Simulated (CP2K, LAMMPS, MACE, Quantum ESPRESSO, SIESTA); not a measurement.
# Ranking relaxed geometries by hand: glassy 50SiO2-20Al2O3-15Li2O-15ZnO (mol %) (65 atoms)

The cell holds 65 atoms (10 Si, 8 Al, 6 Li, 3 Zn and 38 O). Recipe: 65 atoms (10 Si, 8 Al, 6 Li, 3 Zn, 38 O) placed at random at 2.76 g/cm³, melted at 4000 K for 10 ps at fixed volume with the Morse and Coulomb pair potential with partial charges (Pedone, Malavasi, Menziani, Cormack and Segre, J. Phys. Chem. B 110, 11780 (2006)). Quenched from 4000 K to 300 K at 20 K/ps and fixed volume, held 10 ps at zero pressure.

Each method relaxed the atoms from this start in the fixed cell; Quantum ESPRESSO 7.5 (PBE; plane waves, SSSP efficiency, 60/480 Ry; k-points Γ) then solved the start and every end.

| geometry | free energy (eV) | r.m.s. force (eV/Å) |
| --- | --- | --- |
| start | -47501.978 | 1.451 |
| end of MACE MPA-0 medium | -47508.196 | 0.060 |
| end of CP2K double zeta | -47508.202 | 0.077 |
| end of SIESTA DZP | -47507.287 | 0.334 |

**Question.** Find the energy that each relaxation gains per atom at this level, and what share of the best gain each reaches. Compare the gap between best and worst with kT at 300 K (25.9 meV).

**Working.**

MACE MPA-0 medium: -47501.978 − (-47508.196) = 6.218 eV, or 95.7 meV an atom; 100 % of the best.

CP2K double zeta: -47501.978 − (-47508.202) = 6.224 eV, or 95.8 meV an atom; 100 % of the best.

SIESTA DZP: -47501.978 − (-47507.287) = 5.308 eV, or 81.7 meV an atom; 85 % of the best.

CP2K double zeta gains most. SIESTA DZP ends 0.916 eV higher for the cell, 14.1 meV an atom, which is 0.54 kT an atom and 35 kT for the cell.

Limits: no end is a minimum of this level; SIESTA DZP stopped short of the threshold.

[Hosts, paths, dates, database ids (printed as entryN), source tags and the programs' standing remarks are cut or masked in the printed files.]
